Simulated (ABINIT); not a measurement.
# CdSiS3 (Pm-3m): zone-centre phonons, part 2 of 4

Aim: the zone-centre modes of CdSiS3 (Pm-3m).

ABINIT 10.8.3; DFT LDA, scalar-relativistic, plane waves, PseudoDojo norm-conserving pseudopotentials.

So far. Step 4 (Relaxation): The volume changes by -0.5 % in this run and stands +8.7 % from the first cell. The relaxed cell has a = 4.469 Å (conventional setting).

The structure was built from a prototype and need not be the compound's stable phase.

## 6. Linear response at Γ

At q = 0 one unit cell holds all displacements. The response is solved for single atoms along the cell's directions, and symmetry skips those that follow from others. The crystal is treated as a metal, which screens a static field, so no field response is asked.

Input file dfpt_gamma.abi:

```

# common to the responses
getwfk_filepath "gso_WFK"
kptopt 2
nqpt 1
qpt 0.0 0.0 0.0
asr 0
chneut 0

# displacements
rfphon 1
rfatpol 1 5
rfdir 1 1 1
tolvrs 1.0d-10
prtwf 0

# basis, mesh and filling
ecut 47.0
ngkpt 6 6 6
nshiftk 1
shiftk 0.0 0.0 0.0
istwfk *1
occopt 6
tsmear 0.01
nband 30
nstep 100
diemac 1000000.0
prtebands 0
prtgsr 0
useylm 1

# cell and atoms
acell 8.444304971 8.444304971 8.444304971
rprim 
    1.0 0.0 0.0
    0.0 1.0 0.0
    0.0 0.0 1.0
ntypat 3
znucl 48 14 16
natom 5
typat 1 2 3 3 3
xred 
    0.0 0.0 0.0
    0.5 0.5 0.5
    0.5 0.5 0.0
    0.5 0.0 0.5
    0.0 0.5 0.5
pp_dirpath "./pseudo"
pseudos "Cd.upf, Si.upf, S.upf"
```

On the command line:

```console
> OMP_NUM_THREADS=1 mpirun -n 4 abinit dfpt_gamma.abi > dfpt_gamma.log
```

Numbers of over 12 decimals in the logs are rounded to 6 here.

dfpt_gamma.abo, the main output file:

```text
[banners, grids, parts of the stress and lines that vanish by symmetry left out]
- input  file    -> dfpt_gamma.abi
- output file    -> dfpt_gamma.abo
- root for input  files -> dfpt_gammai
- root for output files -> dfpt_gammao

 Symmetries : space group Pm -3 m (#221); Bravais cP (primitive cubic)
================================================================================
 Values of the parameters that define the memory need of the present run (RF).
     intxc =       0      iscf =       7    lmnmax =      18     lnmax =       6
     mgfft =      54  mpssoang =       3    mqgrid =    3001     natom =       5
  nloc_mem =       1    nspden =       1   nspinor =       1    nsppol =       1
      nsym =      48    n1xccc =    2501    ntypat =       3    occopt =       6
   xclevel =       1
-    mband =          30        mffmem =           1         mkmem =          28
-   mkqmem =          28        mk1mem =          28           mpw =        9328
      nfft =      157464          nkpt =         112
- my_mband =          30
================================================================================
================================================================================

--------------------------------------------------------------------------------
------------- Echo of variables that govern the present computation ------------
--------------------------------------------------------------------------------
-
- outvars: echo of selected default values
-   iomode0 =  0 , fftalg0 =312 , wfoptalg0 =  0
-
- outvars: echo of global parameters not present in the input file
-  max_nthreads =    1
-
 -outvars: echo values of preprocessed input variables
 [... echo left out ...]
================================================================================

 chkinp: Checking input parameters for consistency.

[...]
== DATASET  1 ==================================================================
-   mpi_nproc: 4, omp_nthreads: 1 (-1 if OMP is not activated)

--- !DatasetInfo
iteration_state: {dtset: 1, }
dimensions: {natom: 5, nkpt: 112, mband: 30, nsppol: 1, nspinor: 1, nspden: 1, mpw: 9328, }
cutoff_energies: {ecut:  47.0, pawecutdg:  -1.0, }
electrons: {nelect:   4.20000000E+01, charge:   0.00000000E+00, occopt:   6.00000000E+00, tsmear:   1.00000000E-02, }
meta: {optdriver: 1, rfphon: 1, }
...

 mkfilename: getwfk from: gso_WFK

 Real(R)+Recip(G) space primitive vectors, cartesian coordinates (Bohr,Bohr^-1):
 R(1)=  8.4443050  0.0000000  0.0000000  G(1)=  0.1184230  0.0000000  0.0000000
 R(2)=  0.0000000  8.4443050  0.0000000  G(2)=  0.0000000  0.1184230  0.0000000
 R(3)=  0.0000000  0.0000000  8.4443050  G(3)=  0.0000000  0.0000000  0.1184230
 Unit cell volume ucvol=  6.0213203E+02 bohr^3
 Angles (23,13,12)=  9.00000000E+01  9.00000000E+01  9.00000000E+01 degrees
 setup1 : take into account q-point for computing boxcut.

 getcut: wavevector=  0.0000  0.0000  0.0000  ngfft=  54  54  54
         ecut(hartree)=     47.000   => boxcut(ratio)=   2.07212

--- Pseudopotential description ------------------------------------------------
- pspini: atom type   1  psp file is ./pseudo/Cd.upf

- pspini: atom type   2  psp file is ./pseudo/Si.upf

- pspini: atom type   3  psp file is ./pseudo/S.upf

   2.35116148E+03                                ecore*ucvol(ha*bohr**3)
--------------------------------------------------------------------------------

 ==>  initialize data related to q vector <==

 The list of irreducible perturbations for this q vector is:
    1)    idir= 1    ipert=   1
    2)    idir= 1    ipert=   2
    3)    idir= 1    ipert=   3
    4)    idir= 3    ipert=   3

[...]
The perturbation idir=   2  ipert=   1 is
 symmetric of a previously calculated perturbation.
 So, its SCF calculation is not needed.

 The perturbation idir=   3  ipert=   1 is
 symmetric of a previously calculated perturbation.
 So, its SCF calculation is not needed.

 The perturbation idir=   2  ipert=   2 is
 symmetric of a previously calculated perturbation.
 So, its SCF calculation is not needed.

 The perturbation idir=   3  ipert=   2 is
 symmetric of a previously calculated perturbation.
 So, its SCF calculation is not needed.

[...]
The perturbation idir=   2  ipert=   5 is
 symmetric of a previously calculated perturbation.
 So, its SCF calculation is not needed.

 The perturbation idir=   3  ipert=   5 is
 symmetric of a previously calculated perturbation.
 So, its SCF calculation is not needed.

--------------------------------------------------------------------------------
 Perturbation wavevector (in red.coord.)   0.000000  0.000000  0.000000
 Perturbation : displacement of atom   1   along direction   1
 Found     8 symmetries that leave the perturbation invariant.

[...]
dfpt_looppert : total number of electrons, from k and k+q
  fully or partially occupied states are    4.200000E+01 and    4.200000E+01.
 Initialisation of the first-order wave-functions :
  ireadwf=   0

--- !BeginCycle
iteration_state: {dtset: 1, }
solver: {iscf: 7, nstep: 100, nline: 4, wfoptalg: 0, }
tolerances: {tolvrs: 1.00E-10, }
...

     iter   2DEtotal(Ha)        deltaE(Ha) residm    vres2
-ETOT  1   12.220495299613     -2.988E+04 2.698E+02 8.915E+02
 ETOT  2 -0.421880     -1.264E+01 4.856E+00 3.232E+02
 ETOT  3 -0.568326     -1.464E-01 1.384E-01 5.450E+01
 ETOT  4 -0.576728     -8.402E-03 1.153E-01 9.141E+00
 ETOT  5 -0.579051     -2.323E-03 5.994E-03 5.209E-01
[...]
At SCF step   12       vres2   =  5.07E-11 < tolvrs=  1.00E-10 =>converged.
[...]
Mean square residual over all n,k,spin=   73.470E-09; max=  72.927E-06

 Thirteen components of 2nd-order total energy (hartree) are
 1,2,3: 0th-order hamiltonian combined with 1st-order wavefunctions
     kin0=   2.43660175E+04 eigvalue=   1.49798984E+03  local=  -1.59108450E+04
 4,5,6: 1st-order hamiltonian combined with 1st and 0th-order wfs
 loc psp =  -2.30637010E+04  Hartree=   6.75942154E+03     xc=  -8.98863777E+02
 note that "loc psp" includes a xc core correction that could be resolved
 7,8,9: eventually, occupation + non-local contributions
    edocc=   1.27710123E+02     enl0=   1.39475509E+04   enl1=  -3.67142614E+04
 1-9 gives the relaxation energy (to be shifted if some occ is /=2.0)
   erelax=  -2.98889812E+04
 10,11,12 Non-relaxation  contributions : frozen-wavefunctions and Ewald
 fr.local=   1.14941702E+04 fr.nonlo=   1.83684802E+04  Ewald=   2.18261621E+02
 13,14 Frozen wf xc core corrections (1) and (2)
 frxc 1  =  -1.42250065E+03  frxc 2 =   1.22999067E+03
 Resulting in :
 2DEtotal=   -0.5791519802E+00 Ha. Also 2DEtotal=   -0.157595282279E+02 eV
    (2DErelax=   -2.9888981207E+04 Ha. 2DEnonrelax=    2.9888402055E+04 Ha)
    (  non-var. 2DEtotal :   -5.7914611941E-01 Ha)

[...]
Perturbation wavevector (in red.coord.)   0.000000  0.000000  0.000000
 Perturbation : displacement of atom   2   along direction   1
 Found     8 symmetries that leave the perturbation invariant.

[...]
dfpt_looppert : total number of electrons, from k and k+q
  fully or partially occupied states are    4.200000E+01 and    4.200000E+01.
 Initialisation of the first-order wave-functions :
  ireadwf=   0

--- !BeginCycle
iteration_state: {dtset: 1, }
solver: {iscf: 7, nstep: 100, nline: 4, wfoptalg: 0, }
tolerances: {tolvrs: 1.00E-10, }
...

     iter   2DEtotal(Ha)        deltaE(Ha) residm    vres2
-ETOT  1   4.728465     -1.221E+02 6.183E+00 8.933E+03
[...]
At SCF step   12       vres2   =  2.20E-12 < tolvrs=  1.00E-10 =>converged.
[...]
Mean square residual over all n,k,spin=   27.231E-09; max=  18.771E-06

 Thirteen components of 2nd-order total energy (hartree) are
 1,2,3: 0th-order hamiltonian combined with 1st-order wavefunctions
     kin0=   1.02499014E+02 eigvalue=  -2.04362957E+00  local=  -5.98398499E+01
 4,5,6: 1st-order hamiltonian combined with 1st and 0th-order wfs
 loc psp =  -8.16135981E+01  Hartree=   3.16475991E+01     xc=  -7.55520878E+00
 note that "loc psp" includes a xc core correction that could be resolved
 7,8,9: eventually, occupation + non-local contributions
    edocc=   1.02060874E+01     enl0=   4.90434452E+01   enl1=  -1.66301317E+02
 1-9 gives the relaxation energy (to be shifted if some occ is /=2.0)
   erelax=  -1.23957457E+02
 10,11,12 Non-relaxation  contributions : frozen-wavefunctions and Ewald
 fr.local=  -4.20829976E+01 fr.nonlo=   9.63143122E+01  Ewald=   7.53994690E+01
 13,14 Frozen wf xc core corrections (1) and (2)
 frxc 1  =  -9.78082627E+00  frxc 2 =   6.98343167E+00
 Resulting in :
 2DEtotal=    0.2875931676E+01 Ha. Also 2DEtotal=    0.782580876413E+02 eV
    (2DErelax=   -1.2395745740E+02 Ha. 2DEnonrelax=    1.2683338908E+02 Ha)
    (  non-var. 2DEtotal :    2.8759316367E+00 Ha)

[...]
Perturbation wavevector (in red.coord.)   0.000000  0.000000  0.000000
 Perturbation : displacement of atom   3   along direction   1
 Found     4 symmetries that leave the perturbation invariant.

[...]
dfpt_looppert : total number of electrons, from k and k+q
  fully or partially occupied states are    4.200000E+01 and    4.200000E+01.
 Initialisation of the first-order wave-functions :
  ireadwf=   0

--- !BeginCycle
iteration_state: {dtset: 1, }
solver: {iscf: 7, nstep: 100, nline: 4, wfoptalg: 0, }
tolerances: {tolvrs: 1.00E-10, }
...

     iter   2DEtotal(Ha)        deltaE(Ha) residm    vres2
-ETOT  1  0.106301     -5.178E+02 3.058E+01 1.664E+03
[...]
At SCF step   12       vres2   =  6.59E-11 < tolvrs=  1.00E-10 =>converged.
[...]
Mean square residual over all n,k,spin=   16.319E-09; max=  11.593E-06

 Thirteen components of 2nd-order total energy (hartree) are
 1,2,3: 0th-order hamiltonian combined with 1st-order wavefunctions
     kin0=   4.51533749E+02 eigvalue=  -1.66244801E+01  local=  -3.14678914E+02
 4,5,6: 1st-order hamiltonian combined with 1st and 0th-order wfs
 loc psp =  -3.91731854E+02  Hartree=   1.39884222E+02     xc=  -3.76891063E+01
 note that "loc psp" includes a xc core correction that could be resolved
 7,8,9: eventually, occupation + non-local contributions
    edocc=   2.87956769E+01     enl0=   2.68314742E+02   enl1=  -6.47339926E+02
 1-9 gives the relaxation energy (to be shifted if some occ is /=2.0)
   erelax=  -5.19535890E+02
 10,11,12 Non-relaxation  contributions : frozen-wavefunctions and Ewald
 fr.local=   9.06417799E+01 fr.nonlo=   3.30036502E+02  Ewald=   1.07509015E+02
 13,14 Frozen wf xc core corrections (1) and (2)
 frxc 1  =  -5.90940289E+01  frxc 2 =   4.87832639E+01
 Resulting in :
 2DEtotal=   -0.1659357641E+01 Ha. Also 2DEtotal=   -0.451534216930E+02 eV
    (2DErelax=   -5.1953588958E+02 Ha. 2DEnonrelax=    5.1787653194E+02 Ha)
    (  non-var. 2DEtotal :   -1.6593576464E+00 Ha)

[...]
Perturbation wavevector (in red.coord.)   0.000000  0.000000  0.000000
 Perturbation : displacement of atom   3   along direction   3
 Found     8 symmetries that leave the perturbation invariant.

--------------------------------------------------------------------------------

--------------------------------------------------------------------------------

 dfpt_looppert : total number of electrons, from k and k+q
  fully or partially occupied states are    4.200000E+01 and    4.200000E+01.
 Initialisation of the first-order wave-functions :
  ireadwf=   0

--- !BeginCycle
iteration_state: {dtset: 1, }
solver: {iscf: 7, nstep: 100, nline: 4, wfoptalg: 0, }
tolerances: {tolvrs: 1.00E-10, }
...

     iter   2DEtotal(Ha)        deltaE(Ha) residm    vres2
-ETOT  1   12.623617964647     -5.267E+02 1.076E+01 1.463E+04
[...]
ETOT 11   9.213678     -1.364E-11 6.058E-03 1.744E-10
 ETOT 12   9.213678     -9.209E-12 3.864E-04 7.450E-12

 At SCF step   12       vres2   =  7.45E-12 < tolvrs=  1.00E-10 =>converged.
[...]
Mean square residual over all n,k,spin=   34.647E-08; max=  38.637E-05

 Thirteen components of 2nd-order total energy (hartree) are
 1,2,3: 0th-order hamiltonian combined with 1st-order wavefunctions
     kin0=   4.34349666E+02 eigvalue=  -7.70095223E+00  local=  -2.88786069E+02
 4,5,6: 1st-order hamiltonian combined with 1st and 0th-order wfs
 loc psp =  -4.00339963E+02  Hartree=   1.53030367E+02     xc=  -3.65415972E+01
 note that "loc psp" includes a xc core correction that could be resolved
 7,8,9: eventually, occupation + non-local contributions
    edocc=   4.58696735E+01     enl0=   2.29896979E+02   enl1=  -6.59896169E+02
 1-9 gives the relaxation energy (to be shifted if some occ is /=2.0)
   erelax=  -5.30118066E+02
 10,11,12 Non-relaxation  contributions : frozen-wavefunctions and Ewald
 fr.local=   1.08776064E+02 fr.nonlo=   3.35259822E+02  Ewald=   1.06421811E+02
 13,14 Frozen wf xc core corrections (1) and (2)
 frxc 1  =  -5.90463887E+01  frxc 2 =   4.79204356E+01
 Resulting in :
 2DEtotal=    0.9213678135E+01 Ha. Also 2DEtotal=    0.250716954472E+03 eV
    (2DErelax=   -5.3011806601E+02 Ha. 2DEnonrelax=    5.3933174414E+02 Ha)
    (  non-var. 2DEtotal :    9.2136779860E+00 Ha)

[...]
---- first-order wavefunction calculations are completed ----

 ==> Compute Derivative Database <==

 [... matrices left out ...]
  Phonon wavevector (reduced coordinates) :  0.00000  0.00000  0.00000
 Phonon energies in Hartree :
  -8.993750E-04 -8.993750E-04 -8.993750E-04 -5.331218E-04 -5.331218E-04
  -5.331218E-04 -6.549778E-05 -6.549778E-05 -6.549778E-05  1.343963E-05
   1.343963E-05  1.343963E-05  1.805457E-03  1.805457E-03  1.805457E-03
 Phonon frequencies in cm-1    :
- -1.973900E+02 -1.973900E+02 -1.973900E+02 -1.170067E+02 -1.170067E+02
- -1.170067E+02 -1.437510E+01 -1.437510E+01 -1.437510E+01  2.949658E+00
-  2.949658E+00  2.949658E+00  3.962521E+02  3.962521E+02  3.962521E+02

== END DATASET(S) ==============================================================
================================================================================

 -outvars: echo values of variables after computation
            acell      8.4443049710E+00  8.4443049710E+00  8.4443049710E+00 Bohr
           etotal      9.2136781348E+00
            fcart      0.0000000000E+00  0.0000000000E+00  0.0000000000E+00
           strten      0.0000000000E+00  0.0000000000E+00  0.0000000000E+00
================================================================================
```

It took 11 min on 4 MPI ranks of Arm Neoverse V1, shared host.

Numbers from this step:

```
largest acoustic frequency at the zone centre before the sum rule : 2.95 cm⁻¹
highest optical zone-centre mode (no LO-TO term)                  : 396.2 cm⁻¹
lowest optical zone-centre mode                                   : -197.4 cm⁻¹
```

The acoustic modes at Γ come out as far as 3.0 cm⁻¹ from zero, where they should vanish, a small numerical error. The lowest optical mode is imaginary, 197i cm⁻¹, an instability at this level and on this k mesh.

(Part 2 of 4 ends here.)

[Host names and launcher messages were left out of these logs when they were recorded.]

[Logs are printed without paths, hosts, clocks, repeated set-up lines and the standing remarks that a program may print on its own settings, such as how far it seeks lower states.]

[Hosts, paths, dates, database ids (printed as entryN), source tags and the programs' standing remarks are cut or masked in the printed files.]
